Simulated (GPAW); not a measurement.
# Screening of a field by MoSi2As4 monolayer, part 2 of 2

Aim: the dipole that a field along the normal induces in MoSi2As4 monolayer.

GPAW 26.7.0; GPAW, PAW setups; layer in a repeated cell with vacuum, relaxation of atoms and in-plane cell (the session's first sound run).

So far, upper work function (eV): step 3 (the slab's potential) 4.59.

### 7. Field on

Level of this step: GPAW, PAW setups; slab in vacuum (GPAW).

Contents of run.py:

```python
import json
import numpy as np
from ase import Atoms
from gpaw import GPAW, PW
from gpaw.external import ConstantElectricField

slab = Atoms(
    ['As', 'Si', 'As', 'Mo', 'As', 'Si', 'As'],
    positions=[
        [-0.00000, 0.00000, 8.00000],
        [0.00000, 2.08460, 9.12704],
        [0.00000, 2.08460, 11.50288],
        [0.00000, 0.00000, 12.99980],
        [0.00000, 2.08460, 14.49672],
        [0.00000, 2.08460, 16.87256],
        [-0.00000, 0.00000, 17.99960]],
    cell=[[3.61064, -0.0, 0.0], [-1.80532, 3.1269, 0.0], [0.0, 0.0, 25.9996]],
    pbc=[True, True, False])

slab.calc = GPAW(mode=PW(400), xc='PBE', kpts={'size': (9, 9, 1), 'gamma': True},
                 occupations={'name': 'fermi-dirac', 'width': 0.05}, nbands='200%',
                 convergence={'density': 1e-05}, maxiter=200,
                 poissonsolver={'dipolelayer': 'xy'},
                 external=ConstantElectricField(0.05, [0, 0, 1]),
                 symmetry={'tolerance': 1e-3}, txt='slab.txt')
result = {}
energy = slab.get_potential_energy()
fermi = slab.calc.get_fermi_level()
v = slab.calc.get_electrostatic_potential().mean((0, 1)) - fermi
n = slab.calc.get_pseudo_density().mean((0, 1))
L = slab.cell[2, 2]
z = np.arange(len(v)) * L / len(v)
low, high = slab.positions[:, 2].min(), slab.positions[:, 2].max()
below, above = np.interp([low - 5.8, high + 5.8], z, v)
slopes = [np.interp(x, z, np.gradient(v, z)) for x in (low - 5.8, high + 5.8)]
eps = np.array([[slab.calc.get_eigenvalues(k, s) for k in range(len(slab.calc.get_ibz_k_points()))]
                for s in range(slab.calc.get_number_of_spins())]) - fermi
top, bottom = eps[eps < 0].max(), eps[eps > 0].min()
dipole = slab.get_dipole_moment()[2]
print(f'energy {energy:.4f} eV, Fermi level {fermi:.4f} eV, dipole {dipole:.5f} e A')
print(f'potential 5.8 A off the faces, from the Fermi level: lower {below:.4f} eV, upper {above:.4f} eV')
print(f'slope of the potential there: lower {slopes[0]:.5f}, upper {slopes[1]:.5f} eV/A')
print(f'nearest levels on the mesh: {top:.4f} and {bottom:.4f} eV')
print('magnetic moment', round(slab.get_magnetic_moment(), 3))
result.update(energy=energy, fermi=fermi, dipole=dipole, below=below, above=above, slopes=slopes, edges=[top, bottom],
              z=z.tolist(), v=v.tolist(), n=n.tolist(), positions=slab.positions.tolist(),
              forces=slab.get_forces(apply_constraint=False).tolist(), moments=slab.get_magnetic_moments().tolist())
json.dump(result, open('result.json', 'w'))
```

Launch:

```
> OMP_NUM_THREADS=1 OPENBLAS_NUM_THREADS=1 python run.py
```

The log of the run:

```text
energy -41.4962 eV, Fermi level 1.0235 eV, dipole 0.03749 e A
potential 5.8 A off the faces, from the Fermi level: lower 4.8879 eV, upper 4.2870 eV
slope of the potential there: lower -0.00005, upper 0.00005 eV/A
nearest levels on the mesh: -0.3810 and 0.3762 eV
magnetic moment 0.0
```

It took 9 min on 1 thread of Arm Neoverse N1, shared host; peak memory 0.45 GiB.

The electrostatic potential energy of an electron (without an applied field's), less the Fermi level, planar mean oscillates, so the rows of the table below give means over windows of 1 Å about each position, cut where the curve ends. Its maxima inside the range that stand out by 2 % of the span (Å: eV): 8.7: -9.58, 10.3: 1.73, 12.2: -5.96, 13.8: -6.03, 15.7: 1.48, 17.3: -9.99. Its minima: 8.0: -14.7, 9.1: -11.6, 11.5: -13.4, 13.0: -17.2, 14.5: -13.5, 16.9: -12.0, 18.0: -15.2.

Electrostatic potential energy of an electron (without an applied field's), less the Fermi level, planar mean against z; means over each step:

| z (Å) | electrostatic potential energy of an electron (without an applied field's), less the Fermi level, planar mean (eV) |
| --- | --- |
| 0 | 4.78 |
| 1 | 4.89 |
| 2 | 4.89 |
| 3 | 4.89 |
| 4 | 4.89 |
| 5 | 4.87 |
| 6 | 4.67 |
| 7 | 1.40 |
| 8 | -11.6 |
| 9 | -10.1 |
| 10 | -0.621 |
| 11 | -5.32 |
| 12 | -8.77 |
| 13 | -13.8 |
| 14 | -8.87 |
| 15 | -5.51 |
| 16 | -0.907 |
| 17 | -10.5 |
| 18 | -12.0 |
| 19 | 0.852 |
| 20 | 4.08 |
| 21 | 4.27 |
| 22 | 4.29 |
| 23 | 4.29 |
| 24 | 4.29 |
| 25 | 4.29 |

### 8. Field on

run.py: that of step 7 with these lines changed.

```diff
@@ -23,3 +23,3 @@
                  poissonsolver={'dipolelayer': 'xy'},
-                 external=ConstantElectricField(0.05, [0, 0, 1]),
+                 external=ConstantElectricField(0.1, [0, 0, 1]),
                  symmetry={'tolerance': 1e-3}, txt='slab.txt')
```

The log of the run:

```text
energy -41.4990 eV, Fermi level 1.0231 eV, dipole 0.07497 e A
potential 5.8 A off the faces, from the Fermi level: lower 5.1890 eV, upper 3.9874 eV
slope of the potential there: lower -0.00006, upper 0.00005 eV/A
nearest levels on the mesh: -0.3810 and 0.3761 eV
magnetic moment 0.0
```

Elapsed: 9.3 min, on 1 thread; peak memory 0.45 GiB.

The dipole is now 0.0750 e Å, against -1.3e-4 in the run without a field.

### 9. Field on

run.py: that of step 8 with these lines changed.

```diff
@@ -23,3 +23,3 @@
                  poissonsolver={'dipolelayer': 'xy'},
-                 external=ConstantElectricField(0.1, [0, 0, 1]),
+                 external=ConstantElectricField(0.2, [0, 0, 1]),
                  symmetry={'tolerance': 1e-3}, txt='slab.txt')
```

The log of the run:

```text
energy -41.5102 eV, Fermi level 1.0218 eV, dipole 0.14999 e A
potential 5.8 A off the faces, from the Fermi level: lower 5.7927 eV, upper 3.3888 eV
slope of the potential there: lower -0.00006, upper 0.00004 eV/A
nearest levels on the mesh: -0.3812 and 0.3761 eV
magnetic moment 0.0
```

It took 9.3 min on 1 thread; peak memory 0.45 GiB.

The dipole is now 0.150 e Å, against -1.3e-4 in the run without a field.

### 10. Field on

run.py: that of step 9 with these lines changed.

```diff
@@ -23,3 +23,3 @@
                  poissonsolver={'dipolelayer': 'xy'},
-                 external=ConstantElectricField(0.2, [0, 0, 1]),
+                 external=ConstantElectricField(0.3, [0, 0, 1]),
                  symmetry={'tolerance': 1e-3}, txt='slab.txt')
```

The log of the run:

```text
energy -41.5290 eV, Fermi level 1.0197 eV, dipole 0.22505 e A
potential 5.8 A off the faces, from the Fermi level: lower 6.3986 eV, upper 2.7917 eV
slope of the potential there: lower -0.00007, upper 0.00004 eV/A
nearest levels on the mesh: -0.3814 and 0.3759 eV
magnetic moment 0.0
```

Wall time 9.3 min (1 thread); peak memory 0.44 GiB.

Table of electrostatic potential energy of an electron (without an applied field's), less the Fermi level, planar mean by z:

z (Å), electrostatic potential energy of an electron (without an applied field's), less the Fermi level, planar mean (eV) and a bar from the least value:
```
      0.0        4.6 ############################
      0.5        6.4 ##############################
      1.0        6.4 ##############################
      1.5        6.4 ##############################
      2.0        6.4 ##############################
      2.5        6.4 ##############################
      3.0        6.4 ##############################
      3.5        6.4 ##############################
      4.0        6.4 ##############################
      4.5        6.4 ##############################
      5.0        6.4 ##############################
      5.5        6.4 ##############################
      6.0        6.2 ##############################
      6.5        5.7 #############################
      7.0        3.6 ##########################
      7.5       -3.5 #################
      8.0      -13.4 #####
      8.5       -9.0 ##########
      9.0      -10.6 ########
      9.5       -5.7 ###############
     10.0        1.1 #######################
     10.5        2.0 ########################
     11.0       -4.1 #################
     11.5      -13.0 #####
     12.0       -6.8 #############
     12.5       -8.9 ##########
     13.0      -17.2 
     13.5       -9.2 ##########
     14.0       -7.4 ############
     14.5      -13.8 ####
     15.0       -5.3 ###############
     15.5        0.6 #######################
     16.0       -0.6 #####################
     16.5       -7.7 ############
     17.0      -12.8 ######
     17.5      -11.6 #######
     18.0      -16.2 #
     18.5       -6.6 #############
     19.0        0.3 ######################
     19.5        2.2 #########################
     20.0        2.7 #########################
     20.5        2.8 #########################
     21.0        2.8 #########################
     21.5        2.8 #########################
     22.0        2.8 #########################
     22.5        2.8 #########################
     23.0        2.8 #########################
     23.5        2.8 #########################
     24.0        2.8 #########################
     24.5        2.8 #########################
     25.0        2.8 #########################
     25.5        2.8 #########################
```

The dipole is now 0.225 e Å, against -1.3e-4 in the run without a field.

### 11. The series

The members are put on one axis.

This step: induced dipole against applied field (GPAW 26.7.0).

Table of dipole along the normal by field:

| field (V/Å) | dipole along the normal (e·Å) |
| --- | --- |
| -0.200 | -0.150 |
| -0.100 | -0.0750 |
| -0.050 | -0.0375 |
| 0.000 | -1.3e-4 |
| 0.050 | 0.0375 |
| 0.100 | 0.0750 |
| 0.200 | 0.150 |
| 0.300 | 0.225 |

### 12. A changed run

One more run, with changed settings.

This step: GPAW, PAW setups; slab in vacuum (GPAW 26.7.0).

run.py: that of step 10 with these lines changed.

```diff
@@ -4,3 +4,2 @@
 from gpaw import GPAW, PW
-from gpaw.external import ConstantElectricField
 
@@ -17,3 +16,3 @@
     cell=[[3.61064, -0.0, 0.0], [-1.80532, 3.1269, 0.0], [0.0, 0.0, 25.9996]],
-    pbc=[True, True, False])
+    pbc=[True, True, True])
 
@@ -21,5 +20,4 @@
                  occupations={'name': 'fermi-dirac', 'width': 0.05}, nbands='200%',
-                 convergence={'density': 1e-05}, maxiter=200,
+                 convergence={'density': 1e-05}, maxiter=75,
                  poissonsolver={'dipolelayer': 'xy'},
-                 external=ConstantElectricField(0.3, [0, 0, 1]),
                  symmetry={'tolerance': 1e-3}, txt='slab.txt')
```

The log of the run:

```text
AssertionError
```

The job ended after 1.4 s (1 thread; peak memory 0.15 GiB).

The program refused the input before any cycle.

The fault put into the input: a dipole layer in a cell that repeats along the normal (pbc_z = true).

### 13. Results

| Quantity | Value |
| --- | --- |
| work function, both faces (Fermi level placed in the gap by the smearing) | 4.59 eV |
| ionisation energy from the upper face (highest filled level on the mesh) | 4.97 eV |
| electron affinity from the upper face (lowest empty Kohn-Sham level on the mesh) | 4.21 eV |
| dipole along the normal | -1.3e-4 e Å, near the numerical noise |
| induced dipole per field | 0.750 e Å per V/Å |
| out-of-plane polarisability per area, α/(ε0 A) | 12.0 Å |

The field induces 0.750 e Å per V/Å, a polarisable thickness α/(ε0 A) of 12.0 Å beside 10.00 Å between the outermost nuclei. A perfect conductor would give the distance between its two image planes; a dielectric of thickness t gives t(1 - 1/ε). The levels nearest the Fermi level on the mesh lie 0.757 eV apart, so the slab is gapped there: the smearing puts the Fermi level inside the gap, and from either face the ionisation energy is the work function plus 0.38 eV. Both are Kohn-Sham levels on the mesh, and semilocal gaps are too small, so the affinity tends to come out too large and the ionisation energy too small. The induced dipole is linear in the field over this range. The layer's cell and atoms come from the relaxation; spin-orbit coupling and temperature are left out.

[Logs are printed without paths, hosts, clocks, repeated set-up lines and the standing remarks that a program may print on its own settings, such as how far it seeks lower states.]

[Hosts, paths, dates, database ids (printed as entryN), source tags and the programs' standing remarks are cut or masked in the printed files.]
